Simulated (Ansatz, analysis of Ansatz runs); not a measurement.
# Migration in Li5AuO4 (C2/m): V_Li hop (2.7 Å), charge −1, part 4 of 5

How high is the barrier when Li changes place in Li5AuO4 (C2/m)? The case: V_Li hop (2.7 Å), charge −1, in a cell of 80 host atoms with 1 Li taken out.

Ansatz 0.2.0; plane-wave PAW DFT, PBEsol; nudged elastic band between two relaxed defect structures at fixed charge in a uniform background.

So far: Starting point; Relaxation of the start point, charge −1; Relaxation of the end point, charge −1; Nudged elastic band, charge −1.

### Step 4. Nudged elastic band, charge −1 (continued)

The path, image by image:

```
image  path (Å)  energy (eV)    Li68: x, y, z (Å)
    0     0.000       0.0000  3.664, 0.079, 4.570
    1     0.392       0.1291  3.646, 0.370, 4.586
    2     0.784       0.4617  3.626, 0.713, 4.603
    3     1.176       0.8231  3.609, 1.079, 4.617
    4     1.568       0.9758  3.595, 1.458, 4.630
    5     2.086       0.7626  3.623, 1.954, 4.608
    6     2.604       0.5696  3.665, 2.424, 4.571
```

Read from the output:

```yaml
free_energy: -129954.4628 eV
barrier_forward: 0.9758 eV
barrier_backward: 0.4062 eV
end_less_start: 0.5696 eV
hop_length: 2.345 Å
```

Track of the atom that was set to move:

```
image  x (Å)  y (Å)  z (Å)  nearest neighbour  distance (Å)
    0  3.664  0.079   4.57                  O         1.967
    1  3.646   0.37  4.586                  O         1.877
    2  3.626  0.713  4.603                  O         1.789
    3  3.609  1.079  4.617                  O         1.728
    4  3.595  1.458   4.63                  O         1.709
    5  3.623  1.954  4.608                  O         1.753
    6  3.665  2.424  4.571                  O         1.881
```

The band met its tolerance of 0.04 eV/Å after 5 iterations, with image 4 on top (the start counts as 0). Li68, which moves farthest between the ends, has 4 O at 1.97 to 2.10 Å nearest at the start and 2 O at 1.71 Å at the top.

### Step 5. Single point at the start point, PBEsol, denser k-mesh

Three single points on a mesh of more k-points (start, top, end) test the sampling. The start is shown; top and end are run alike.

This step: plane-wave PAW DFT, PBEsol; single point of a defect supercell on a structure of the PBEsol path.

The input, qm1.start.mesh/input.yaml:

```yaml
crystal:
  lattice:
    - [9.40268524, 0.0, -0.02548652]
    - [0.0, 9.40405317, 0.0]
    - [-2.07562506, 0.0, 9.16358709]
  atoms:
    - { symbol: Li, position: [-8.647e-05, 0.7903751, 0.24960294] }
    - { symbol: Li, position: [0.25494692, 0.2903354, 0.25307695] }
[... 13 atom lines left out ...]
    - { symbol: O, position: [0.37102102, 0.85066135, 0.37540618] }
[... 3 atom lines left out ...]
    - { symbol: O, position: [0.37082523, 0.14194957, 0.37093807] }
[... 5 atom lines left out ...]
    - { symbol: Li, position: [0.26781404, 0.22557868, 0.50388803] }
[... 7 atom lines left out ...]
    - { symbol: O, position: [0.36314421, 0.36247406, 0.63818188] }
[... 12 atom lines left out ...]
    - { symbol: Li, position: [0.50530864, 0.21665945, 0.26392192] }
[... 7 atom lines left out ...]
    - { symbol: O, position: [0.63709766, 0.36243331, 0.36205708] }
[... 9 atom lines left out ...]
    - { symbol: Li, position: [0.73236412, 0.22563752, 0.49636912] }
    - { symbol: Li, position: [0.49490478, 0.21652467, 0.73633809] }
[... 1 atom line left out ...]
    - { symbol: Li, position: [0.50007951, 0.00842276, 0.50013872] }
[... 3 atom lines left out ...]
    - { symbol: O, position: [0.62923948, 0.85058891, 0.62508008] }
[... 3 atom lines left out ...]
    - { symbol: O, position: [0.62952343, 0.14182925, 0.62939107] }
[... 2 atom lines left out ...]
    - { symbol: O, position: [0.87175419, 0.14512056, 0.87602451] }
total_charge: -1
basis:
  ecutwfc: 420
  xc_grid: 2
hamiltonian:
  xc: pbesol
kpoints:
  mp_grid: { grid: [2, 2, 2], shift: [0.5, 0.5, 0.5] }
scf:
  occupations: { method: fixed }
  max_iter: 100
output:
  forces: true
  eigenvalues: true
checkpoint:
  write: "../qm1.start.mesh.run"
  compress: false
  write_wavefunctions: false
  write_every: 100000
```

Run with:

```
$ ansatz run input.yaml --threads 4 --pin off --max-ram 14131MiB --backend cpu --events-out ev --progress --plain --runs-dir out
```

Numbers of over 12 decimals in the logs are rounded to 6 here.

Log:

```text
[...]
Crystal: 79 atoms, lattice volume = 809.778 Å³
Basis set: ecut = 420 eV, 15817 PW (Γ), exchange–correlation on 128×128×128 points (8 copies of the dense FFT grid, shifted against one another)
Bands: 310, of which v1, the nominal top of the filled ones, is band 231 counted from 1 (230 counted from 0)
Symmetry: 1 space group operations
[...]
k-points: 4 of 8 (time reversal used)
[...]
SCF iter   1: F=—  HF=-129955.972930 eV  |F-HF|=—  |Δ(HF+E_count)|=         —  Δρ=1.69e-2  dr2=1.83e0  ethr=1.77e-3  ⟨swp⟩=5.0  Hψ=3872  notcnv=0  defer=293
[...]
SCF iter  10: F=-129955.450362 eV  HF=-129955.450362 eV  |F-HF|=5.46e-9  |Δ(HF+E_count)|=   1.17e-7  Δρ=2.48e-6  dr2=5.57e-8  ethr=2.16e-11  ⟨swp⟩=11.0  Hψ=4712  notcnv=0
SCF 1 converged in 10 iterations: F = -129955.450362 eV  dr2 = 5.57e-8
[...]
SCF converged after 10 iterations
Free energy (F): -129955.450362 eV
[...]
Internal energy: -129955.450362 eV  (E = F + TS)
E sigma→0 (E₀):  -129955.450362 eV
Fermi energy:    5.395993 eV
[...]
--- Forces (eV/Å), atoms counted from 1 ---
  atom   1  Li    -0.00402483     0.00053267     0.00182687
  atom   2  Li    -0.00216819    -0.00054983    -0.00343629
  [... 13 atoms left out ...]
  atom  16  O      0.00641332    -0.00952136    -0.00463709
  [... 3 atoms left out ...]
  atom  20  O      0.00032636     0.00936310    -0.00295445
  [... 5 atoms left out ...]
  atom  26  Li     0.00310003     0.00853718    -0.00095694
  [... 7 atoms left out ...]
  atom  34  O     -0.01254625    -0.02123906     0.00648545
  [... 12 atoms left out ...]
  atom  47  Li    -0.00572377    -0.00954488    -0.00089966
  [... 7 atoms left out ...]
  atom  55  O      0.01438139    -0.01642895    -0.00451554
  [... 9 atoms left out ...]
  atom  65  Li    -0.00104389     0.00561511     0.00368830
  atom  66  Li     0.00742411    -0.00638691     0.00169673
  [... 1 atom left out ...]
  atom  68  Li     0.00278714    -0.00517155     0.00253758
  [... 7 atoms left out ...]
  atom  76  O     -0.00134594     0.01219415     0.00379632
  [... 3 atoms left out ...]
  max |Σ_I F_I| component: 1.14e-4 eV/Å
--- Band table (eV) ---
[...]
[... further k-points left out ...]
```

It took 49 s on 4 threads of Arm Neoverse V1, shared host; peak memory 4.2 GiB; 3.2 min of CPU time.

Numbers from this step:

```yaml
free_energy: -129955.4504 eV
```

### Step 6. Barrier from single points, PBEsol, denser k-mesh

Analysis of the runs above: barrier from PBEsol single points on the PBEsol path.

It gives:

```yaml
barrier_forward: 0.9749 eV
barrier_backward: 0.4090 eV
end_less_start: 0.5659 eV
```

This gives 0.975 eV against the band's 0.976 eV (backward 0.409 against 0.406 eV). This mesh holds only the band's own point and its sign variants, so it tests the average over those and no finer sampling.

### Step 7. Single point at the start point, LDA

Three single points with LDA show how much the barrier depends on that choice; lattice and path are kept. The start is shown; top and end are run alike.

This step: plane-wave PAW DFT, LDA; single point of a defect supercell on a structure of the PBEsol path.

qm1.start.lda/input.yaml, as its differences from qm1.start.mesh/input.yaml of step 5:

```diff
@@ -36,5 +36,5 @@
 hamiltonian:
-  xc: pbesol
+  xc: lda
 kpoints:
-  mp_grid: { grid: [2, 2, 2], shift: [0.5, 0.5, 0.5] }
+  mp_grid: { grid: [1, 1, 1], shift: [0.25, 0.25, 0.25] }
 scf:
@@ -46,3 +46,3 @@
 checkpoint:
-  write: "../qm1.start.mesh.run"
+  write: "../qm1.start.lda.run"
   compress: false
```

Log:

```text
[...]
Crystal: 79 atoms, lattice volume = 809.778 Å³
Basis set: ecut = 420 eV, 15817 PW (Γ), exchange–correlation on 128×128×128 points (8 copies of the dense FFT grid, shifted against one another)
Bands: 310, of which v1, the nominal top of the filled ones, is band 231 counted from 1 (230 counted from 0)
Symmetry: 1 space group operations
[...]
k-points: 1
[...]
SCF iter   1: F=—  HF=-128592.812276 eV  |F-HF|=—  |Δ(HF+E_count)|=         —  Δρ=1.91e-2  dr2=2.50e0  ethr=1.77e-3  ⟨swp⟩=5.0  Hψ=969  notcnv=0  defer=74
[...]
SCF iter  10: F=-128591.919072 eV  HF=-128591.919072 eV  |F-HF|=6.55e-9  |Δ(HF+E_count)|=   5.95e-8  Δρ=1.82e-6  dr2=2.97e-8  ethr=2.16e-11  ⟨swp⟩=9.0  Hψ=1114  notcnv=0
SCF 1 converged in 10 iterations: F = -128591.919072 eV  dr2 = 2.97e-8
[...]
SCF converged after 10 iterations
Free energy (F): -128591.919072 eV
[...]
Internal energy: -128591.919072 eV  (E = F + TS)
E sigma→0 (E₀):  -128591.919072 eV
Fermi energy:    5.045438 eV
[...]
--- Forces (eV/Å), atoms counted from 1 ---
  atom   1  Li    -0.00318631    -0.06725152    -0.00051095
  atom   2  Li    -0.00012486    -0.06859962     0.00198806
  [... 13 atoms left out ...]
  atom  16  O     -0.07674233     0.03914072    -0.12309327
  [... 3 atoms left out ...]
  atom  20  O     -0.10713443    -0.10225129    -0.14328334
  [... 5 atoms left out ...]
  atom  26  Li     0.00605420     0.07219942    -0.00571204
  [... 7 atoms left out ...]
  atom  34  O      0.00330255     0.04745545     0.14686061
  [... 12 atoms left out ...]
  atom  47  Li    -0.01289959     0.05471596    -0.00131702
  [... 7 atoms left out ...]
  atom  55  O     -0.00615338     0.04962176    -0.14773960
  [... 9 atoms left out ...]
  atom  65  Li    -0.00726139     0.07039451     0.00523744
  atom  66  Li     0.01540558     0.05709915     0.00320193
  [... 1 atom left out ...]
  atom  68  Li     0.00238079     0.02497988     0.00240169
  [... 7 atoms left out ...]
  atom  76  O      0.10991244    -0.10084889     0.14870986
  [... 3 atoms left out ...]
  max |Σ_I F_I| component: 3.40e-5 eV/Å
--- Band table (eV) ---
[...]
```

Elapsed: 14 s, on 4 threads; peak memory 1.5 GiB; 54 s of CPU time.

Read from the output:

```
free energy : -128591.9191 eV
```

### Step 8. Barrier from single points, LDA

Analysis of the runs above: barrier from LDA single points on the PBEsol path.

It gives:

```yaml
barrier_forward: 0.8563 eV
barrier_backward: 0.3337 eV
end_less_start: 0.5226 eV
```

This gives 0.856 eV against the band's 0.976 eV.

### Step 9. Single point at the start point, r2SCAN

Three single points with a meta-GGA, at its higher cutoff of 500 eV, show what it does to the barrier on the path found. The start is shown; top and end are run alike.

This step: plane-wave PAW DFT, r2SCAN; single point of a defect supercell on a structure of the PBEsol path.

qm1.start.r2scan/input.yaml, as its differences from qm1.start.lda/input.yaml of step 7:

```diff
@@ -33,6 +33,6 @@
 basis:
-  ecutwfc: 420
+  ecutwfc: 500
   xc_grid: 2
 hamiltonian:
-  xc: lda
+  xc: r2scan
 kpoints:
@@ -46,3 +46,3 @@
 checkpoint:
-  write: "../qm1.start.lda.run"
+  write: "../qm1.start.r2scan.run"
   compress: false
```

Log:

```text
[...]
Crystal: 79 atoms, lattice volume = 809.778 Å³
Basis set: ecut = 500 eV, 20549 PW (Γ), exchange–correlation on 144×144×144 points (8 copies of the dense FFT grid, shifted against one another)
Bands: 310, of which v1, the nominal top of the filled ones, is band 231 counted from 1 (230 counted from 0)
Symmetry: 1 space group operations
[...]
k-points: 1
[...]
SCF iter   1: F=—  HF=-131541.407364 eV  |F-HF|=—  |Δ(HF+E_count)|=         —  Δρ=6.41e-3  dr2=1.76e-1  dr2_τ=2.42e0  ethr=1.77e-3  ⟨swp⟩=5.0  Hψ=968  notcnv=0  defer=75
[...]
SCF iter  10: F=-131543.533656 eV  HF=-131543.533656 eV  |F-HF|=4.98e-9  |Δ(HF+E_count)|=   1.34e-8  Δρ=1.50e-6  dr2=1.99e-8  dr2_τ=2.56e-9  ethr=2.16e-11  ⟨swp⟩=10.0  Hψ=1065  notcnv=0
SCF 1 converged in 10 iterations: F = -131543.533656 eV  dr2 = 1.99e-8
[...]
SCF converged after 10 iterations
Free energy (F): -131543.533656 eV
[...]
Internal energy: -131543.533656 eV  (E = F + TS)
E sigma→0 (E₀):  -131543.533656 eV
Fermi energy:    5.010795 eV
[...]
--- Forces (eV/Å), atoms counted from 1 ---
  atom   1  Li    -0.00558677    -0.04192742     0.00276818
  atom   2  Li     0.00344864    -0.04058518     0.00122303
  [... 13 atoms left out ...]
  atom  16  O      0.04611212    -0.08762919     0.04131586
  [... 3 atoms left out ...]
  atom  20  O      0.04829133     0.07615683     0.04604159
  [... 5 atoms left out ...]
  atom  26  Li    -0.00686768     0.04282831    -0.00892613
  [... 7 atoms left out ...]
  atom  34  O     -0.07477018    -0.09968670    -0.03065568
  [... 12 atoms left out ...]
  atom  47  Li    -0.00495937     0.03027803    -0.00230104
  [... 7 atoms left out ...]
  atom  55  O      0.07289018    -0.09664599     0.03031375
  [... 9 atoms left out ...]
  atom  65  Li     0.00634716     0.04065883     0.00950077
  atom  66  Li     0.00751198     0.03311666     0.00380291
  [... 1 atom left out ...]
  atom  68  Li     0.00272398    -0.00295193     0.00273940
  [... 7 atoms left out ...]
  atom  76  O     -0.04613466     0.07822543    -0.04154573
  [... 3 atoms left out ...]
  max |Σ_I F_I| component: 1.97e-3 eV/Å
--- Band table (eV) ---
[...]
```

The job ended after 27 s (4 threads; peak memory 2.1 GiB; 1.8 min of CPU time).

Read from the output:

- free energy: -131543.5337 eV

### Step 10. Barrier from single points, r2SCAN

Analysis of the runs above: barrier from r2SCAN single points on the PBEsol path.

It gives:

```
barrier forward  : 1.018 eV
barrier backward : 0.4418 eV
end less start   : 0.5757 eV
```

This gives 1.018 eV against the band's 0.976 eV.

(Part 4 of 5 ends here.)

[Logs are printed without paths, hosts, clocks, repeated set-up lines and the standing remarks that a program may print on its own settings, such as how far it seeks lower states.]

[Hosts, paths, dates, database ids (printed as entryN), source tags and the programs' standing remarks are cut or masked in the printed files.]
